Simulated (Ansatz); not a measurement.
**How fast states decay through MgGa2Te4**

Aim: relax a made-up compound, MgGa2Te4, and see how good a tunnel barrier it would be. It is built by putting Te for S, Mg for Zn in the ZnGa2S4 structure of space group P-42m, with the volume rescaled by atomic radii. The parent structure comes from the Materials Project.

Method: r2SCAN DFT, plane waves, PAW files, in the first sound run; inputs show where later runs differ, in Ansatz 0.2.0.

The structure was built from a prototype and need not be the compound's stable phase.

### 1. The structure

The structure is tetragonal, space group P-42m (No. 111). Conventional cell: a = 5.770 Å, b = 5.770 Å, c = 5.964 Å, α = 90.00°, β = 90.00°, γ = 90.00°. Nearest to Mg lie 4 Te at 2.59 Å. Ga has 4 Te at 2.55 Å nearest. Nearest to Te lie 2 Ga at 2.55 Å and 1 Mg at 2.59 Å. It derives from ZnGa2S4. Te for S, Mg for Zn in the ZnGa2S4 structure of space group P-42m. Farther neighbours and most contacts between anions are not listed.

### 2. Cell and atoms at rest

The substituted atoms don't fit the parent's cell, so cell and atoms relax together. A small smearing keeps the run stable in case the gap closes on the way.

Contents of input.yaml:

```yaml
crystal:
  lattice:
    - [5.7700788369, 0.0, 0.0]
    - [0.0, 5.7700788369, 0.0]
    - [0.0, 0.0, 5.9635471732]
  atoms:
    - { symbol: Mg, position: [0.0, 0.0, 0.0] }
    - { symbol: Ga, position: [0.0, 0.5, 0.5] }
    - { symbol: Ga, position: [0.5, 0.0, 0.5] }
    - { symbol: Te, position: [0.73767462, 0.73767462, 0.24475607] }
    - { symbol: Te, position: [0.26232538, 0.26232538, 0.24475607] }
    - { symbol: Te, position: [0.26232538, 0.73767462, 0.75524393] }
    - { symbol: Te, position: [0.73767462, 0.26232538, 0.75524393] }
kpoints:
  mp_grid: { grid: [4, 4, 4] }
scf:
  occupations: { method: gaussian, width: 0.03 }
hamiltonian:
  xc: r2scan
output:
  forces: true
  stress: true
relax:
  f_tol: 0.02
  max_steps: 60
  cell: {}
```

Started as:

```
$ ansatz run input.yaml --threads 2 --pin off --max-ram 4096MiB --backend cpu --events-out ev --progress --plain --runs-dir out
```

Numbers of over 12 decimals in the logs are rounded to 6 here.

Output:

```text
Engine: ansatz 0.2.0, aarch64-unknown-linux-gnu
Pseudopotentials: kind: paw
Pseudopotential: Mg, paw, valence charge 10, recommended cutoff 500 eV (meta_gga), Mg.paw.azcp
Pseudopotential: Ga, paw, valence charge 13, recommended cutoff 500 eV (meta_gga), Ga.paw.azcp
Pseudopotential: Te, paw, valence charge 16, recommended cutoff 500 eV (meta_gga), Te.paw.azcp
Functional definition: r2SCAN
  parameter k0 = 0.174
  parameter k1 = 0.065
  parameter a1 = 4.9479
  exchange = r2scan_x(k0 = k0, k1 = k1, a1 = a1)
  correlation = r2scan_c
Crystal: 7 atoms, lattice volume = 198.549 Å³
Basis set: ecut = 500 eV, 5049 PW (Γ), exchange–correlation on 180×180×180 points (64 copies of the dense FFT grid, shifted against one another)
Bands: 60, of which v1, the nominal top of the filled ones, is band 50 counted from 1 (49 counted from 0)
Symmetry: 8 space group operations
Space group: P-42m (ITA 111), of the structure as read, at distance tolerance 5.8e-5 Å
k-points: 18 of 64 (time reversal used)
Non-local potential: Mg, projectors of the file, l = 0: 3, l = 1: 2, l = 2: 1
Non-local potential: Ga, projectors of the file, l = 0: 2, l = 1: 2, l = 2: 3, l = 3: 1
Non-local potential: Te, projectors of the file, l = 0: 2, l = 1: 2, l = 2: 2, l = 3: 2
PAW form: soft (Blöchl's): semilocal exchange-correlation on the pseudo side does not see the compensation charge
PAW frozen core: Mg, regenerated for the run's functional (the file was generated under x = pbe(κ = 0.804, μ = 0.219515), c = pbe(β = 0.066725))
PAW frozen core: Ga, regenerated for the run's functional (the file was generated under x = pbe(κ = 0.804, μ = 0.219515), c = pbe(β = 0.066725))
PAW frozen core: Te, regenerated for the run's functional (the file was generated under x = pbe(κ = 0.804, μ = 0.219515), c = pbe(β = 0.066725))
PAW one-centre angular grid: Mg, 302 points (default); XC on 224 Gauss nodes
PAW one-centre angular grid: Ga, 590 points (default); XC on 160 Gauss nodes
PAW one-centre angular grid: Te, 590 points (default); XC on 160 Gauss nodes
Initial density: superposition of atomic densities (neutral atoms: chi_scale 0, normalization atom), corrected by the library's trained network
Initial wavefunctions: pseudopotential atomic-orbital guess
Functional: x = r2scan, c = r2scan; τ floored in thin density (d = 2e-4 eV/Å³)
SCF iter   1: F=—  HF=-37489.400625 eV  |F-HF|=—  |Δ(HF+E_count)|=         —  Δρ=5.99e-3  dr2=3.01e-2  dr2_τ=1.31e-2  ethr=1.77e-3  ⟨swp⟩=6.8  Hψ=4083  notcnv=0  defer=10
preconditioner: auto → Resta (q_TF=auto, 2.434 Å⁻¹)  ε∞=2.9  [insulator: Δε(μ)=1.121 eV  Ē_g=13.690 eV  σ=0.030 eV  W_gap=1.00  n_scr=48 (ndim 8)  ℏωp=19.0 eV  f_vac=0.044  D(μ)=0.00/eV (n_scr^D=0)  ε∞_Penn≈2.9]
SCF iter   2: F=—  HF=-37489.474227 eV  |F-HF|=—  |Δ(HF+E_count)|=   7.36e-2  Δρ=2.26e-3  dr2=7.77e-3  dr2_τ=1.26e-4  ethr=3.01e-5  ⟨swp⟩=3.1  Hψ=2357  notcnv=0  defer=68
SCF iter   3: F=—  HF=-37489.475363 eV  |F-HF|=—  |Δ(HF+E_count)|=   1.14e-3  Δρ=1.46e-3  dr2=2.55e-3  dr2_τ=3.45e-5  ethr=7.77e-6  ⟨swp⟩=2.0  Hψ=1480  notcnv=0  defer=50
automatic band count: iteration 3 solves 59 bands in place of 60: the levels show a gap, and the empty bands left out lie too high to hold charge; the band table lists the bands solved (type scf.n_extra_bands for more)
SCF iter   4: F=—  HF=-37489.476007 eV  |F-HF|=—  |Δ(HF+E_count)|=   6.44e-4  Δρ=1.88e-4  dr2=5.45e-5  dr2_τ=2.59e-6  ethr=2.55e-6  ⟨swp⟩=2.0  Hψ=1480  notcnv=0  defer=50
SCF iter   5: F=—  HF=-37489.475996 eV  |F-HF|=—  |Δ(HF+E_count)|=   1.14e-5  Δρ=6.18e-5  dr2=6.64e-6  dr2_τ=1.43e-7  ethr=5.45e-8  ⟨swp⟩=2.0  Hψ=1912  notcnv=0  defer=50
SCF iter   6: F=—  HF=-37489.476001 eV  |F-HF|=—  |Δ(HF+E_count)|=   5.03e-6  Δρ=1.12e-5  dr2=3.01e-7  dr2_τ=9.42e-9  ethr=6.64e-9  ⟨swp⟩=2.0  Hψ=1912  notcnv=0  defer=50
SCF iter   7: F=-37489.476001 eV  HF=-37489.476001 eV  |F-HF|=9.43e-9  |Δ(HF+E_count)|=   4.84e-8  Δρ=3.22e-6  dr2=2.86e-8  dr2_τ=7.50e-10  ethr=1.00e-10  ⟨swp⟩=5.0  Hψ=4035  notcnv=0
SCF 1 converged in 7 iterations: F = -37489.476001 eV  dr2 = 2.86e-8
  greatest PAW one-centre occupation: 1.000 electrons in one spin orbital (limit 2), on the Mg atom at site 0 (counted from 0), in its partial waves of l = 0
relax step   1: F+E_penalty+E_count = -37489.47600061 eV  Δ(F+E_penalty+E_count) = +0.000e0 eV  max|allowed force component| = 7.757e-1 eV/Å  Δτ_max = 0.0000 Å  P = +8.437 GPa  Ω = 198.549 Å³  (7 SCF iters, dr2 threshold 1.00e-7 eV, accepted)
Crystal: 7 atoms, lattice volume = 225.372 Å³
Basis set: ecut = 500 eV, 5723 PW (Γ), exchange–correlation on 180×180×180 points (64 copies of the dense FFT grid, shifted against one another)
Initial density: handed on by an earlier stage of this run
Initial wavefunctions: those handed on with the density
iter 1 solved again at ethr=1.29e-4 eV; its pass at ethr=3.10e-3 eV (dr2=1.29e-1 eV) is discarded
SCF iter   1: F=—  HF=-37488.547454 eV  |F-HF|=—  |Δ(HF+E_count)|=         —  Δρ=5.87e-3  dr2=1.27e-1  dr2_τ=8.97e-1  ethr=1.29e-4  ⟨swp⟩=2.7  Hψ=6293  notcnv=0
automatic band count: iteration 1 solves 58 bands in place of 60: the levels show a gap, and the empty bands left out lie too high to hold charge; the band table lists the bands solved (type scf.n_extra_bands for more)
preconditioner: auto → Resta (q_TF=auto, 2.383 Å⁻¹)  ε∞=3.0  [insulator: Δε(μ)=1.011 eV  Ē_g=12.556 eV  σ=0.030 eV  W_gap=1.00  n_scr=56 (ndim 8)  ℏωp=17.8 eV  f_vac=0.105  D(μ)=0.00/eV (n_scr^D=0)  ε∞_Penn≈3.0]
SCF iter   2: F=—  HF=-37490.200854 eV  |F-HF|=—  |Δ(HF+E_count)|=    1.65e0  Δρ=4.36e-3  dr2=5.26e-2  dr2_τ=4.92e-4  ethr=1.27e-4  ⟨swp⟩=5.2  Hψ=2873  notcnv=0
SCF iter   3: F=—  HF=-37490.199406 eV  |F-HF|=—  |Δ(HF+E_count)|=   1.45e-3  Δρ=1.92e-3  dr2=1.05e-2  dr2_τ=1.18e-4  ethr=5.26e-5  ⟨swp⟩=3.6  Hψ=1903  notcnv=0
SCF iter   4: F=—  HF=-37490.200367 eV  |F-HF|=—  |Δ(HF+E_count)|=   9.60e-4  Δρ=4.50e-4  dr2=6.35e-4  dr2_τ=1.30e-5  ethr=1.05e-5  ⟨swp⟩=2.3  Hψ=1506  notcnv=0
SCF iter   5: F=—  HF=-37490.200435 eV  |F-HF|=—  |Δ(HF+E_count)|=   6.80e-5  Δρ=2.55e-4  dr2=2.50e-4  dr2_τ=2.20e-6  ethr=6.35e-7  ⟨swp⟩=2.1  Hψ=1953  notcnv=0
SCF iter   6: F=—  HF=-37490.200324 eV  |F-HF|=—  |Δ(HF+E_count)|=   1.11e-4  Δρ=1.72e-4  dr2=7.48e-5  dr2_τ=7.68e-7  ethr=2.50e-7  ⟨swp⟩=2.0  Hψ=1484  notcnv=0
SCF iter   7: F=—  HF=-37490.200327 eV  |F-HF|=—  |Δ(HF+E_count)|=   2.43e-6  Δρ=2.75e-5  dr2=2.05e-6  dr2_τ=5.24e-8  ethr=7.48e-8  ⟨swp⟩=3.0  Hψ=1876  notcnv=0
SCF iter   8: F=-37490.200327 eV  HF=-37490.200327 eV  |F-HF|=4.58e-8  |Δ(HF+E_count)|=   2.45e-7  Δρ=6.99e-6  dr2=1.30e-7  dr2_τ=3.96e-9  ethr=7.00e-10  ⟨swp⟩=5.0  Hψ=4437  notcnv=0
[...]
SCF iter   3: F=—  HF=-37490.148666 eV  |F-HF|=—  |Δ(HF+E_count)|=   1.16e-2  Δρ=1.68e-3  dr2=6.02e-3  dr2_τ=1.15e-4  ethr=5.90e-5  ⟨swp⟩=4.1  Hψ=2155  notcnv=0
SCF iter   4: F=—  HF=-37490.149131 eV  |F-HF|=—  |Δ(HF+E_count)|=   4.65e-4  Δρ=4.62e-4  dr2=5.91e-4  dr2_τ=1.56e-5  ethr=6.02e-6  ⟨swp⟩=2.0  Hψ=1754  notcnv=0  defer=2
SCF iter   5: F=—  HF=-37490.149371 eV  |F-HF|=—  |Δ(HF+E_count)|=   2.40e-4  Δρ=4.24e-4  dr2=7.42e-4  dr2_τ=5.09e-6  ethr=5.91e-7  ⟨swp⟩=2.0  Hψ=1915  notcnv=0  defer=2
SCF iter   6: F=—  HF=-37490.149258 eV  |F-HF|=—  |Δ(HF+E_count)|=   1.14e-4  Δρ=2.29e-4  dr2=2.06e-4  dr2_τ=1.54e-6  ethr=5.91e-7  ⟨swp⟩=2.0  Hψ=1498  notcnv=0  defer=2
SCF iter   7: F=—  HF=-37490.149230 eV  |F-HF|=—  |Δ(HF+E_count)|=   2.76e-5  Δρ=8.48e-5  dr2=2.82e-5  dr2_τ=1.47e-7  ethr=2.06e-7  ⟨swp⟩=2.0  Hψ=1498  notcnv=0  defer=2
SCF iter   8: F=—  HF=-37490.149228 eV  |F-HF|=—  |Δ(HF+E_count)|=   2.07e-6  Δρ=3.38e-5  dr2=5.25e-6  dr2_τ=2.46e-8  ethr=2.82e-8  ⟨swp⟩=2.1  Hψ=1278  notcnv=0  defer=2
SCF iter   9: F=-37490.149227 eV  HF=-37490.149227 eV  |F-HF|=3.25e-7  |Δ(HF+E_count)|=   8.68e-7  Δρ=1.05e-5  dr2=5.14e-7  dr2_τ=3.11e-9  ethr=7.00e-10  ⟨swp⟩=4.0  Hψ=5255  notcnv=0
SCF 3 converged in 9 iterations: F = -37490.149227 eV  dr2 = 5.14e-7
relax step   3: F+E_penalty+E_count = -37490.14922679 eV  Δ(F+E_penalty+E_count) = +5.110e-2 eV  max|allowed force component| = 2.376e-1 eV/Å  Δτ_max = 0.1750 Å  P = -0.975 GPa  Ω = 240.072 Å³  energy of the carried Pulay correction = -7.020e-3 eV  (9 SCF iters, dr2 threshold 7.00e-7 eV, rejected (line search))
[...]
relax step   4: F+E_penalty+E_count = -37490.26758091 eV  Δ(F+E_penalty+E_count) = -6.725e-2 eV  max|allowed force component| = 8.758e-3 eV/Å  Δτ_max = 0.0823 Å  P = -0.212 GPa  Ω = 228.858 Å³  energy of the carried Pulay correction = -5.258e-3 eV  (10 SCF iters, accepted)
[...]
relax step   5: F+E_penalty+E_count = -37490.26914414 eV  Δ(F+E_penalty+E_count) = -1.563e-3 eV  max|allowed force component| = 3.753e-3 eV/Å  Δτ_max = 0.0040 Å  P = -0.034 GPa  Ω = 227.619 Å³  energy of the carried Pulay correction = -5.057e-3 eV  (5 SCF iters, dr2 threshold 1.91e-7 eV, accepted)
[...]
relax step   6: F+E_penalty+E_count = -37490.26927598 eV  Δ(F+E_penalty+E_count) = -1.318e-4 eV  max|allowed force component| = 4.707e-4 eV/Å  Δτ_max = 0.0006 Å  P = +0.007 GPa  Ω = 227.354 Å³  energy of the carried Pulay correction = -5.015e-3 eV  (5 SCF iters, dr2 threshold 8.60e-9 eV, accepted)
Basis set: ecut = 500 eV, 5763 PW (Γ), exchange–correlation on 180×180×192 points (64 copies of the dense FFT grid, shifted against one another)
Initial wavefunctions: pseudopotential atomic-orbital guess (no wavefunctions were taken with the density)
iter 1 solved again at ethr=1.42e-7 eV; its pass at ethr=3.10e-3 eV (dr2=1.42e-4 eV) is discarded
SCF iter   1: F=—  HF=-37490.273913 eV  |F-HF|=—  |Δ(HF+E_count)|=         —  Δρ=3.04e-4  dr2=1.64e-5  dr2_τ=1.95e-5  ethr=1.42e-7  ⟨swp⟩=3.8  Hψ=7313  notcnv=0
preconditioner: auto → Resta (q_TF=auto, 2.379 Å⁻¹)  ε∞=2.8  [insulator: Δε(μ)=1.068 eV  Ē_g=13.072 eV  σ=0.030 eV  W_gap=1.00  n_scr=56 (ndim 8)  ℏωp=17.8 eV  f_vac=0.084  D(μ)=0.00/eV (n_scr^D=0)  ε∞_Penn≈2.8]
SCF iter   2: F=—  HF=-37490.275696 eV  |F-HF|=—  |Δ(HF+E_count)|=   1.78e-3  Δρ=1.71e-4  dr2=1.13e-5  dr2_τ=1.13e-5  ethr=1.64e-8  ⟨swp⟩=2.0  Hψ=1548  notcnv=0
SCF iter   3: F=—  HF=-37490.275974 eV  |F-HF|=—  |Δ(HF+E_count)|=   2.78e-4  Δρ=3.33e-5  dr2=7.86e-7  dr2_τ=5.12e-7  ethr=1.13e-8  ⟨swp⟩=2.0  Hψ=1548  notcnv=0
SCF iter   4: F=—  HF=-37490.276001 eV  |F-HF|=—  |Δ(HF+E_count)|=   2.68e-5  Δρ=6.99e-6  dr2=9.14e-8  dr2_τ=1.51e-9  ethr=7.86e-10  ⟨swp⟩=2.0  Hψ=1548  notcnv=0
SCF iter   5: F=—  HF=-37490.276001 eV  |F-HF|=—  |Δ(HF+E_count)|=   2.33e-9  Δρ=1.64e-6  dr2=4.53e-9  dr2_τ=3.02e-10  ethr=9.14e-11  ⟨swp⟩=2.0  Hψ=1748  notcnv=0
SCF iter   6: F=—  HF=-37490.276001 eV  |F-HF|=—  |Δ(HF+E_count)|=   2.40e-9  Δρ=4.08e-7  dr2=1.83e-10  dr2_τ=1.18e-11  ethr=4.53e-12  ⟨swp⟩=2.3  Hψ=1903  notcnv=0
SCF iter   7: F=-37490.276001 eV  HF=-37490.276001 eV  |F-HF|=7.28e-11  |Δ(HF+E_count)|=  5.09e-10  Δρ=9.38e-8  dr2=1.55e-11  dr2_τ=2.12e-12  ethr=1.00e-12  ⟨swp⟩=5.0  Hψ=4323  notcnv=0
SCF 7 converged in 7 iterations: F = -37490.276001 eV  dr2 = 1.55e-11
relax step   7: F+E_penalty+E_count = -37490.27600133 eV  Δ(F+E_penalty+E_count) = -6.725e-3 eV  max|allowed force component| = 2.745e-4 eV/Å  Δτ_max = 0.0000 Å  P = +0.024 GPa  Ω = 227.354 Å³  stress off target by 3.72e-2 GPa  SCF on the basis re-selected at this cell (its energy is not comparable with the rows above)  (7 SCF iters)
basis re-selected at this cell: Δ(F+E_penalty+E_count) = -6.725e-3 eV, ΔP = +0.016 GPa vs the last step (what re-selecting the basis moved, of the pressure what is left beyond the Pulay correction that the steps carried, after the strain that the cell walked since its last selection, with what the two solves' SCF thresholds leave and, on support functions, any second-order correction that the steps lacked; it is no measure of the basis error at this ecutwfc). The dense FFT grid was sized anew with the basis: this SCF ran on 45×45×48 points, the steps before it on 45×45×45, so part of this shift can come from that change (see relax.cell in the input reference). [rest of the remark cut]
SCF converged after 7 iterations
Free energy (F): -37490.276001 eV
Harris-Foulkes:  -37490.276001 eV  (|F-HF|=7.28e-11)
Internal energy: -37490.276001 eV  (E = F + TS)
E sigma→0 (E₀):  -37490.276001 eV
Fermi energy:    6.392511 eV
--- Per-component energies (eV) ---
  E_band       = -1756.074119
  E_kinetic    = 1024.476852
  E_local      = -12069.447706  (includes V_loc(G=0)·N_el)
  E_nonlocal   = -289.346015
  E_hartree    = 6304.687824
  E_xc         = -610.378418
  E_vxc        = -601.609245  (∫ρ·V_xc dr)
  E_paw        = -23053.314978  (= ΣΔE_a)
  E_vpaw       = -2465.387319  (= ΣTr[D̂ρ^β])
  E_aug_tail   = -0.000228  (compensation charges beyond the density's cutoff)
  E_vtau       = 35.863815  (kinetic-family band-sum trace: ∫τ·v_τ [+ j·A + Jᵃ·Aᵃ] dr)
  E_ewald      = -8796.760407
  E_core_change = -0.192926  (= ΣΔE_core)
  E_smearing   = -0.000000  (= −TS)
  E_closure    = 0.000000  (closes the sum)
  Σ components = -37490.276001   (vs F -37490.276001, Δ=0.00e0)
--- Forces (eV/Å), atoms counted from 1 ---
  atom   1  Mg    -0.00000000     0.00000000     0.00000000
  atom   2  Ga    -0.00000000     0.00000000     0.00000000
  atom   3  Ga    -0.00000000     0.00000000     0.00000000
  atom   4  Te    -0.00017783    -0.00017783    -0.00027446
  atom   5  Te     0.00017783     0.00017783    -0.00027446
  atom   6  Te     0.00017783    -0.00017783     0.00027446
  atom   7  Te    -0.00017783     0.00017783     0.00027446
  max |Σ_I F_I| component: 9.41e-17 eV/Å
--- Stress (GPa, compression-positive) ---
        0.016648       0.000000       0.000000
        0.000000       0.016648      -0.000000
        0.000000      -0.000000       0.037244
  P = ⅓ Tr σ = 0.0235 GPa (0.235 kbar)
--- Relaxed structure (6 steps of the walk, 5 accepted, 1 SCFs on fresh bases) ---
  F+E_penalty+E_count = -37490.27600133 eV   max|allowed force component| = 2.745e-4 eV/Å   (the final SCF, on the basis selected at the relaxed cell)
  cell:  # Å, volume = 227.3544 Å³
    - [5.993059, 0.0, 0.0]
    - [0.0, 5.993059, 0]
    - [0.0, 0, 6.330037]
  atoms:
    - { symbol: Mg, position: [3.2211558077913627e-19, -1.7045282816229197e-19, 2.727073688687856e-19] }
    - { symbol: Ga, position: [3.221155807791334e-19, 0.500000, 0.500000] }
    - { symbol: Ga, position: [0.500000, -1.7045282816229197e-19, 0.500000] }
    - { symbol: Te, position: [0.729468, 0.729468, 0.248705] }
    - { symbol: Te, position: [0.270532, 0.270532, 0.248705] }
    - { symbol: Te, position: [0.270532, 0.729468, 0.751295] }
    - { symbol: Te, position: [0.729468, 0.270532, 0.751295] }
```

Wall time 2.1 min (2 threads of Arm Neoverse V2, shared host); peak memory 0.9 GiB; 4.2 min of CPU time.

The steps of the relaxation:

| step | energy less that of the first step (eV) | largest force component (eV/Å) | pressure (GPa) | volume (Å³) |
| --- | --- | --- | --- | --- |
| 1 | 0.0000 | 0.7757 | 8.44 | 198.55 |
| 2 | -0.7243 | 0.3202 | -0.47 | 225.37 |
| 3 | -0.6732 | 0.2376 | -0.98 | 240.07 |
| 4 | -0.7916 | 0.0088 | -0.21 | 228.86 |
| 5 | -0.7931 | 0.0038 | -0.03 | 227.62 |
| 6 | -0.7933 | 0.0005 | 0.01 | 227.35 |
| 7* | -0.8000 | 0.0003 | 0.02 | 227.35 |

Relaxation steps marked * repeat the geometry before them on a plane-wave basis chosen anew for their cell, so energy and pressure can jump there. Relaxation step 3 was tried and not accepted.

Forces are held to the 8 operations that the run works with; a distortion that breaks them can't arise in this run.

| conventional cell, symmetrised | before | after | change |
| --- | --- | --- | --- |
| a (Å) | 5.770 | 5.993 | +3.9 % |
| b (Å) | 5.770 | 5.993 | +3.9 % |
| c (Å) | 5.964 | 6.330 | +6.1 % |
| volume (Å³/atom) | 28.36 | 32.48 | +14.5 % |

The atoms that moved most (Å, as changes of fractional coordinates times the final cell):

| atom | dx | dy | dz | length |
| --- | --- | --- | --- | --- |
| Te4 | -0.049 | -0.049 | 0.025 | 0.074 |
| Te6 | 0.049 | -0.049 | -0.025 | 0.074 |
| Te7 | -0.049 | 0.049 | -0.025 | 0.074 |
| Te5 | 0.049 | 0.049 | 0.025 | 0.074 |

This step gave:

```yaml
free_energy: -37490.2760 eV
fermi_energy: 6.393 eV
pressure: 0.02351 GPa
```

The largest force component on a free atom ends at 2.7e-4 eV/Å.

[end of part 1 of 3]

[Logs are printed without paths, hosts, clocks, repeated set-up lines and the standing remarks that a program may print on its own settings, such as how far it seeks lower states.]

[Hosts, paths, dates, database ids (printed as entryN), source tags and the programs' standing remarks are cut or masked in the printed files.]
